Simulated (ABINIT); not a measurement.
# A GW chain in ABINIT: TePb (Fm-3m), part 2 of 3

Wanted: ground state, empty states, screening and self-energy for TePb (Fm-3m).

ABINIT 10.8.3; PBE and many-body steps on it, plane waves. Known limits of the many-body steps: not at the basis limit; model gap, bands may invert with spin-orbit coupling; mesh may overstate the screening; no spin-orbit coupling; coarse k mesh.

So far. Step 2 (Ground state): The gap is direct, at (0.500, 0.000, 0.000).

### Step 3. Bands along the symmetry lines

Level of this step: DFT, PBE, plane waves, norm-conserving pseudopotentials (ABINIT).

Levels along a band path, at the cheap level, show where the edges lie and whether the meshes to come will hold them.

Input file run.abi:

```
acell 3*1.0 Angstrom
rprim 
  -0.000000000000 3.231000000000 3.231000000000
  3.231000000000 0.000000000000 3.231000000000
  3.231000000000 3.231000000000 0.000000000000
ntypat 2
znucl 52 82
natom 2
typat 1 2
xred 
  0.500000000000 0.500000000000 0.500000000000
  0.000000000000 0.000000000000 0.000000000000
pp_dirpath "pseudos"
pseudos "Te.upf, Pb.upf"
ecut 39
iscf -2
irdden 1
kptopt 0
nkpt 50
kpt 
  0.00000000 0.00000000 0.00000000
  0.06250000 0.00000000 0.06250000
  0.12500000 0.00000000 0.12500000
  0.18750000 0.00000000 0.18750000
  0.25000000 0.00000000 0.25000000
  0.31250000 0.00000000 0.31250000
  0.37500000 0.00000000 0.37500000
  0.43750000 0.00000000 0.43750000
  0.50000000 0.00000000 0.50000000
  0.51562500 0.03125000 0.51562500
  0.53125000 0.06250000 0.53125000
  0.54687500 0.09375000 0.54687500
  0.56250000 0.12500000 0.56250000
  0.57812500 0.15625000 0.57812500
  0.59375000 0.18750000 0.59375000
  0.60937500 0.21875000 0.60937500
  0.62500000 0.25000000 0.62500000
  0.37500000 0.37500000 0.75000000
  0.32812500 0.32812500 0.65625000
  0.28125000 0.28125000 0.56250000
  0.23437500 0.23437500 0.46875000
  0.18750000 0.18750000 0.37500000
  0.14062500 0.14062500 0.28125000
  0.09375000 0.09375000 0.18750000
  0.04687500 0.04687500 0.09375000
  0.00000000 0.00000000 0.00000000
  0.06250000 0.06250000 0.06250000
  0.12500000 0.12500000 0.12500000
  0.18750000 0.18750000 0.18750000
  0.25000000 0.25000000 0.25000000
  0.31250000 0.31250000 0.31250000
  0.37500000 0.37500000 0.37500000
  0.43750000 0.43750000 0.43750000
  0.50000000 0.50000000 0.50000000
  0.50000000 0.46875000 0.53125000
  0.50000000 0.43750000 0.56250000
  0.50000000 0.40625000 0.59375000
  0.50000000 0.37500000 0.62500000
  0.50000000 0.34375000 0.65625000
  0.50000000 0.31250000 0.68750000
  0.50000000 0.28125000 0.71875000
  0.50000000 0.25000000 0.75000000
  0.50000000 0.21875000 0.71875000
  0.50000000 0.18750000 0.68750000
  0.50000000 0.15625000 0.65625000
  0.50000000 0.12500000 0.62500000
  0.50000000 0.09375000 0.59375000
  0.50000000 0.06250000 0.56250000
  0.50000000 0.03125000 0.53125000
  0.50000000 0.00000000 0.50000000
istwfk *1
nband 30
nbdbuf 2
tolwfr 1e-08
nstep 40
prtwf 0
prtvol 0
indata_prefix "in"
outdata_prefix "out"
tmpdata_prefix "tmp"
```

The run is started by

```console
OMP_NUM_THREADS=1 mpirun -n 8 abinit run.abi > log
```

Numbers of over 12 decimals in the logs are rounded to 6 here.

What it wrote:

```text
.Version 10.8.3 of ABINIT. v10.8.2 released Aug 2026.

 Symmetries : space group Fm -3 m (#225); Bravais cF (face-center cubic)
[... echo of the input left out ...]
== DATASET  1 ==================================================================
-   mpi_nproc: 8, omp_nthreads: 1 (-1 if OMP is not activated)

--- !DatasetInfo
iteration_state: {dtset: 1, }
dimensions: {natom: 2, nkpt: 50, mband: 30, nsppol: 1, nspinor: 1, nspden: 1, mpw: 5346, }
cutoff_energies: {ecut:  39.0, pawecutdg:  -1.0, }
electrons: {nelect:   4.60000000E+01, charge:   0.00000000E+00, occopt:   1.00000000E+00, tsmear:   1.00000000E-02, }

 Real(R)+Recip(G) space primitive vectors, cartesian coordinates (Bohr,Bohr^-1):
 R(1)=  0.0000000  6.1057051  6.1057051  G(1)= -0.0818906  0.0818906  0.0818906
 R(2)=  6.1057051  0.0000000  6.1057051  G(2)=  0.0818906 -0.0818906  0.0818906
 R(3)=  6.1057051  6.1057051  0.0000000  G(3)=  0.0818906  0.0818906 -0.0818906
 Unit cell volume ucvol=  4.5523692E+02 bohr^3
 Angles (23,13,12)=  6.00000000E+01  6.00000000E+01  6.00000000E+01 degrees

 getcut: wavevector=  0.0000  0.0000  0.0000  ngfft=  50  50  50
         ecut(hartree)=     39.000   => boxcut(ratio)=   2.06061

--- Pseudopotential description ------------------------------------------------
- Te Generated using ONCVPSP code by D. R. Hamann
- 52.00000  24.00000  220131                  znucl, zion, pspdat
12 -101130 3 -1 1294                          pspcod,pspxc,lmax,lloc,mmax
     nproj     2     2     2     2
  pspatm : epsatm=   28.89495404
         --- l  ekb(1:nproj) -->
             0    9.158100   -0.350391
             1    3.254928   -0.666646
             2   -3.247931   -0.911641
[...]
pspatm: atomic psp has been read  and splines computed

- Pb Generated using ONCVPSP code by D. R. Hamann
- 82.00000  22.00000  220131                  znucl, zion, pspdat
12 -101130 3 -1 1692                          pspcod,pspxc,lmax,lloc,mmax
     nproj     2     2     2     1
  pspatm : epsatm=   27.21822286
         --- l  ekb(1:nproj) -->
[...]
3    9.337611
 pspatm: atomic psp has been read  and splines computed

--------------------------------------------------------------------------------

================================================================================
 prteigrs : about to open file out_EIG
 Non-SCF case, kpt    1 (  0.00000  0.00000  0.00000), residuals and eigenvalues=
  6.48E-09  9.54E-09  2.45E-09  2.46E-09  3.20E-09  1.63E-09  3.22E-09  7.98E-09
  1.41E-09  1.98E-09  3.06E-09  8.02E-09  8.71E-09  2.05E-09  5.22E-09  1.61E-09
  2.10E-09  2.48E-09  6.54E-09  6.72E-09  2.81E-09  4.07E-09  5.17E-09  8.13E-09
  9.46E-09  2.94E-09  4.43E-09  3.19E-09  9.13E-09  9.68E-06
 -5.5753E+00 -4.8660E+00 -3.7382E+00 -3.7382E+00 -3.7382E+00 -2.7230E+00
 -2.7230E+00 -2.7230E+00 -1.0629E+00 -1.0629E+00 -1.0627E+00 -1.0627E+00
[...]
Non-SCF case, kpt    2 (  0.06250  0.00000  0.06250), residuals and eigenvalues=
[...]
Non-SCF case, kpt    3 (  0.12500  0.00000  0.12500), residuals and eigenvalues=
[...]
Non-SCF case, kpt   49 (  0.50000  0.03125  0.53125), residuals and eigenvalues=
[...]
Non-SCF case, kpt   50 (  0.50000  0.00000  0.50000), residuals and eigenvalues=
[...]
--- !ResultsGS
iteration_state: {dtset: 1, }
comment   : Summary of ground state results
lattice_vectors:
- [ -0.0000000,   6.1057051,   6.1057051, ]
- [  6.1057051,   0.0000000,   6.1057051, ]
- [  6.1057051,   6.1057051,   0.0000000, ]
lattice_lengths: [   8.63477,    8.63477,    8.63477, ]
lattice_angles: [ 60.000,  60.000,  60.000, ] # degrees, (23, 13, 12)
lattice_volume:   4.5523692E+02
convergence: {deltae:  0.000E+00, res2:  0.000E+00, residm:  9.944E-09, diffor:  0.000E+00, }
etotal    :  -4.90302971E+02
entropy   :   0.00000000E+00
fermie    :   2.65657788E-01
cartesian_stress_tensor: null
pressure_GPa: null
xred      :
- [  5.0000E-01,   5.0000E-01,   5.0000E-01, Te]
- [  0.0000E+00,   0.0000E+00,   0.0000E+00, Pb]
cartesian_forces: null
force_length_stats: {min: null, max: null, mean: null, }

 Integrated electronic density in atomic spheres:
 ------------------------------------------------
 Atom  Sphere_radius  Integrated_density
[...]
================================================================================

 ----iterations are completed or convergence reached----

 Mean square residual over all n,k,spin=   49.649E-10; max=  99.437E-10
 reduced coordinates (array xred) for    2 atoms
       0.500000000000      0.500000000000      0.500000000000
       0.000000000000      0.000000000000      0.000000000000

 cartesian coordinates (angstrom) at end:
    1      3.231000     3.231000     3.231000
    2      0.000000     0.000000     0.000000
 length scales=  1.889726125908  1.889726125908  1.889726125908 bohr
              =  1.000000000000  1.000000000000  1.000000000000 angstroms
 prteigrs : about to open file out_EIG
 Eigenvalues (hartree) for nkpt=  50  k points:
 kpt#   1, nband= 30, wtk=  1.00000, kpt=  0.0000  0.0000  0.0000 (reduced coord)
[...]
kpt#   2, nband= 30, wtk=  1.00000, kpt=  0.0625  0.0000  0.0625 (reduced coord)
[...]
kpt#   3, nband= 30, wtk=  1.00000, kpt=  0.1250  0.0000  0.1250 (reduced coord)
[...]
kpt#  49, nband= 30, wtk=  1.00000, kpt=  0.5000  0.0313  0.5313 (reduced coord)
[...]
0.46095    0.46749    0.51096    0.64633    0.66028    0.67330
 kpt#  50, nband= 30, wtk=  1.00000, kpt=  0.5000  0.0000  0.5000 (reduced coord)
[...]
-1.06325   -1.06324   -1.06309   -1.06309   -1.06303   -0.35139   -0.34914   -0.34868
  -0.34784   -0.34784   -0.11435   -0.00237    0.10055    0.16288    0.16288    0.38714
   0.46679    0.46679    0.51198    0.64323    0.66970    0.67129

== END DATASET(S) ==============================================================
================================================================================

 -outvars: echo values of variables after computation  --------
            nband          30
             nkpt          50
          spgroup         225
 [... the other variables as echoed above ...]

 Calculation completed.
```

Wall time 31 s (8 MPI ranks of Intel Xeon Platinum 8488C (Sapphire Rapids), shared host); peak memory 0.72 GiB; 4 min of CPU time.

Numbers from this step:

```yaml
gap: 0.7388 eV
k_of_the_valence_top: 0.5, 0.5, 0.5
k_of_the_conduction_bottom: 0.5, 0.5, 0.5
least_direct_gap: 0.7388 eV
```

The gap is 0.739 eV, as in the run before at this level.

Electronic bands along the path, in eV, zero at the top of the highest filled band:

| point | band 20 | band 21 | band 22 | band 23 | band 24 | band 25 | band 26 | band 27 |
| --- | --- | --- | --- | --- | --- | --- | --- | --- |
| Γ | -5.60 | -1.35 | -1.35 | -1.35 | 4.08 | 4.08 | 4.08 | 5.83 |
| halfway | -6.85 | -2.15 | -2.15 | -1.40 | 2.60 | 4.08 | 4.50 | 4.50 |
| X | -7.29 | -4.49 | -2.80 | -2.80 | 3.31 | 5.47 | 5.47 | 6.70 |
| halfway | -7.52 | -4.40 | -2.67 | -2.59 | 3.61 | 4.91 | 5.05 | 6.49 |
| U | -7.96 | -4.11 | -2.30 | -2.08 | 3.58 | 3.79 | 5.14 | 5.94 |
| jump to K | -7.96 | -4.11 | -2.30 | -2.08 | 3.58 | 3.79 | 5.14 | 5.94 |
| halfway | -7.31 | -2.46 | -0.76 | -0.14 | 1.34 | 1.65 | 4.24 | 6.13 |
| Γ | -5.60 | -1.35 | -1.35 | -1.35 | 4.08 | 4.08 | 4.08 | 5.83 |
| halfway | -7.01 | -1.18 | -1.18 | -0.65 | 2.13 | 2.46 | 2.46 | 5.97 |
| L | -8.58 | -0.89 | -0.89 | 0.00 | 0.74 | 1.28 | 1.28 | 8.39 |
| halfway | -8.32 | -2.77 | -2.56 | -0.46 | 1.34 | 3.57 | 4.03 | 6.85 |
| W | -7.98 | -3.78 | -3.78 | -0.36 | 1.68 | 5.23 | 5.23 | 6.86 |
| halfway | -7.66 | -4.30 | -3.13 | -1.85 | 3.67 | 3.93 | 5.79 | 6.29 |
| X | -7.29 | -4.49 | -2.80 | -2.80 | 3.31 | 5.47 | 5.47 | 6.70 |

The electronic bands as a text plot (rows in eV, shown from -8.0 to 5.8 only):

```
    5.5 |++        ++++    +     +++++++++++               ++++++
    5.0 |  ++   +++    ++++ ++                          ++++   +
    4.4 |  +++++        +     +++                      +    + +
    3.8 |++   ++++     ++++      ++++++++             +      ++
    3.2 | +       +++++                  +++         +         ++
    2.7 |     ++           +       ++      ++       ++      +
    2.1 |  ++               ++   ++         +++     +      +
    1.5 |    +                +++            +++++++ ++++++
    0.9 |                                      ++++++
    0.4 |
   -0.2 |    *                *****          **************
   -0.8 |  **               *********      **  *****       **
   -1.4 |**** **           ***     ************   ***
   -1.9 |    ***         ***     **                 **       **
   -2.5 |       ***********     *                    **        **
   -3.1 |                   ****                       *     ****
   -3.7 |         *        *                            *****
   -4.3 |          ********                                 *****
   -4.8 |
   -5.4 |*                            **
   -6.0 | ***                      ***  ***
   -6.6 |    *                   **        *
   -7.1 |     *********         *           *                  **
   -7.7 |              ****   **             **           *****
         Γ           X  U|K            Γ         L        W     X
```

### Step 4. Empty states on the mesh, 4×4×4 mesh, 144 bands

The sums over transitions need many empty states on a uniform mesh; this step solves for them.

Input file run.abi:

```
acell 3*1.0 Angstrom
rprim 
  -0.000000000000 3.231000000000 3.231000000000
  3.231000000000 0.000000000000 3.231000000000
  3.231000000000 3.231000000000 0.000000000000
ntypat 2
znucl 52 82
natom 2
typat 1 2
xred 
  0.500000000000 0.500000000000 0.500000000000
  0.000000000000 0.000000000000 0.000000000000
pp_dirpath "pseudos"
pseudos "Te.upf, Pb.upf"
ecut 39
ngkpt 4 4 4
nshiftk 1
shiftk 0 0 0
kptopt 1
chksymbreak 0
iscf -2
irdden 1
istwfk *1
nband 144
nbdbuf 12
tolwfr 1e-09
nstep 60
prtvol 0
indata_prefix "in"
outdata_prefix "out"
tmpdata_prefix "tmp"
```

What it wrote:

```text
.Version 10.8.3 of ABINIT. v10.8.2 released Aug 2026.

 Symmetries : space group Fm -3 m (#225); Bravais cF (face-center cubic)
[... echo of the input left out ...]
== DATASET  1 ==================================================================
-   mpi_nproc: 8, omp_nthreads: 1 (-1 if OMP is not activated)

--- !DatasetInfo
iteration_state: {dtset: 1, }
dimensions: {natom: 2, nkpt: 8, mband: 144, nsppol: 1, nspinor: 1, nspden: 1, mpw: 5346, }
cutoff_energies: {ecut:  39.0, pawecutdg:  -1.0, }
electrons: {nelect:   4.60000000E+01, charge:   0.00000000E+00, occopt:   1.00000000E+00, tsmear:   1.00000000E-02, }

 Real(R)+Recip(G) space primitive vectors, cartesian coordinates (Bohr,Bohr^-1):
 R(1)=  0.0000000  6.1057051  6.1057051  G(1)= -0.0818906  0.0818906  0.0818906
 R(2)=  6.1057051  0.0000000  6.1057051  G(2)=  0.0818906 -0.0818906  0.0818906
 R(3)=  6.1057051  6.1057051  0.0000000  G(3)=  0.0818906  0.0818906 -0.0818906
 Unit cell volume ucvol=  4.5523692E+02 bohr^3
 Angles (23,13,12)=  6.00000000E+01  6.00000000E+01  6.00000000E+01 degrees

 getcut: wavevector=  0.0000  0.0000  0.0000  ngfft=  50  50  50
         ecut(hartree)=     39.000   => boxcut(ratio)=   2.06061

--- Pseudopotential description ------------------------------------------------
- Te Generated using ONCVPSP code by D. R. Hamann
- 52.00000  24.00000  220131                  znucl, zion, pspdat
12 -101130 3 -1 1294                          pspcod,pspxc,lmax,lloc,mmax
     nproj     2     2     2     2
  pspatm : epsatm=   28.89495404
         --- l  ekb(1:nproj) -->
             0    9.158100   -0.350391
             1    3.254928   -0.666646
             2   -3.247931   -0.911641
[...]
pspatm: atomic psp has been read  and splines computed

- Pb Generated using ONCVPSP code by D. R. Hamann
- 82.00000  22.00000  220131                  znucl, zion, pspdat
12 -101130 3 -1 1692                          pspcod,pspxc,lmax,lloc,mmax
     nproj     2     2     2     1
  pspatm : epsatm=   27.21822286
         --- l  ekb(1:nproj) -->
[...]
3    9.337611
 pspatm: atomic psp has been read  and splines computed

--------------------------------------------------------------------------------

================================================================================
 prteigrs : about to open file out_EIG
 Non-SCF case, kpt    1 (  0.00000  0.00000  0.00000), residuals and eigenvalues=
  9.20E-10  8.73E-10  5.35E-10  5.87E-10  7.12E-10  3.99E-10  5.61E-10  5.90E-10
  1.15E-10  5.13E-10  1.47E-10  3.40E-10  4.97E-10  2.19E-10  2.26E-10  2.05E-10
  2.11E-10  3.24E-10  7.34E-10  1.26E-10  1.18E-10  4.77E-10  6.85E-10  1.13E-10
[...]
-5.5753E+00 -4.8660E+00 -3.7382E+00 -3.7382E+00 -3.7382E+00 -2.7230E+00
 -2.7230E+00 -2.7230E+00 -1.0629E+00 -1.0629E+00 -1.0627E+00 -1.0627E+00
 -1.0627E+00 -3.4908E-01 -3.4908E-01 -3.4878E-01 -3.4878E-01 -3.4878E-01
[...]
2.7927E+00  2.7927E+00  2.8345E+00  2.8345E+00  2.8345E+00  2.9191E+00
  2.9263E+00  2.9598E+00  2.9598E+00  2.9598E+00  3.0371E+00  3.0398E+00
 prteigrs : prtvol=0 or 1, do not print more k-points.

--- !ResultsGS
iteration_state: {dtset: 1, }
comment   : Summary of ground state results
lattice_vectors:
- [ -0.0000000,   6.1057051,   6.1057051, ]
- [  6.1057051,   0.0000000,   6.1057051, ]
- [  6.1057051,   6.1057051,   0.0000000, ]
lattice_lengths: [   8.63477,    8.63477,    8.63477, ]
lattice_angles: [ 60.000,  60.000,  60.000, ] # degrees, (23, 13, 12)
lattice_volume:   4.5523692E+02
convergence: {deltae:  0.000E+00, res2:  0.000E+00, residm:  9.933E-10, diffor:  0.000E+00, }
etotal    :  -4.90302971E+02
entropy   :   0.00000000E+00
fermie    :   2.65657788E-01
cartesian_stress_tensor: null
pressure_GPa: null
xred      :
- [  5.0000E-01,   5.0000E-01,   5.0000E-01, Te]
- [  0.0000E+00,   0.0000E+00,   0.0000E+00, Pb]
cartesian_forces: null
force_length_stats: {min: null, max: null, mean: null, }

 Integrated electronic density in atomic spheres:
 ------------------------------------------------
 Atom  Sphere_radius  Integrated_density
[...]
================================================================================

 ----iterations are completed or convergence reached----

 Mean square residual over all n,k,spin=   45.127E-11; max=  99.331E-11
 reduced coordinates (array xred) for    2 atoms
       0.500000000000      0.500000000000      0.500000000000
       0.000000000000      0.000000000000      0.000000000000

 cartesian coordinates (angstrom) at end:
    1      3.231000     3.231000     3.231000
    2      0.000000     0.000000     0.000000
 length scales=  1.889726125908  1.889726125908  1.889726125908 bohr
              =  1.000000000000  1.000000000000  1.000000000000 angstroms
 prteigrs : about to open file out_EIG
 Eigenvalues (hartree) for nkpt=   8  k points:
 kpt#   1, nband=144, wtk=  0.01563, kpt=  0.0000  0.0000  0.0000 (reduced coord)
[...]
2.70370    2.77429    2.77429    2.79274    2.79274    2.79274    2.83447    2.83447
   2.83447    2.91907    2.92626    2.95976    2.95977    2.95979    3.03713    3.03975
 prteigrs : prtvol=0 or 1, do not print more k-points.

== END DATASET(S) ==============================================================
================================================================================

 -outvars: echo values of variables after computation  --------
            nband         144
             nkpt           8
          spgroup         225
 [... the other variables as echoed above ...]

 Calculation completed.
```

It took 65 s on 8 MPI ranks; peak memory 0.77 GiB.

Numbers from this step:

```
gap                                                           : 0.7388 eV
k of the valence top                                          : 0.5, 0, 0
k of the conduction bottom                                    : 0.5, 0, 0
least direct gap                                              : 0.7388 eV
k points computed                                             : 8
lowest point of the top converged band, above the valence top : 68.7653 eV
```

On this mesh the gap is 0.739 eV.

[end of part 2 of 3]

[Paths, hosts, dates, memory and timing lines, banners, echoed tables and standing remarks are left out of the program output.]

[Logs are printed without paths, hosts, clocks, repeated set-up lines and the standing remarks that a program may print on its own settings, such as how far it seeks lower states.]

[Runs of the session that timed out or met a known fault of the program may be left out.]

[No measured gap is set beside runs whose start may be inverted or whose files or cutoffs have a known fault.]

[Hosts, paths, dates, database ids (printed as entryN), source tags and the programs' standing remarks are cut or masked in the printed files.]

[G0W0 gaps are taken among the corrected bands and points alone; a level outside them can change the order at an edge.]

[Where Ansatz stands beside ABINIT at settings called matched, ABINIT's density can come from a denser mesh and the files from another edition; pairs whose starting gaps differed by over 0.03 eV were left out, so agreement reads better than it is.]
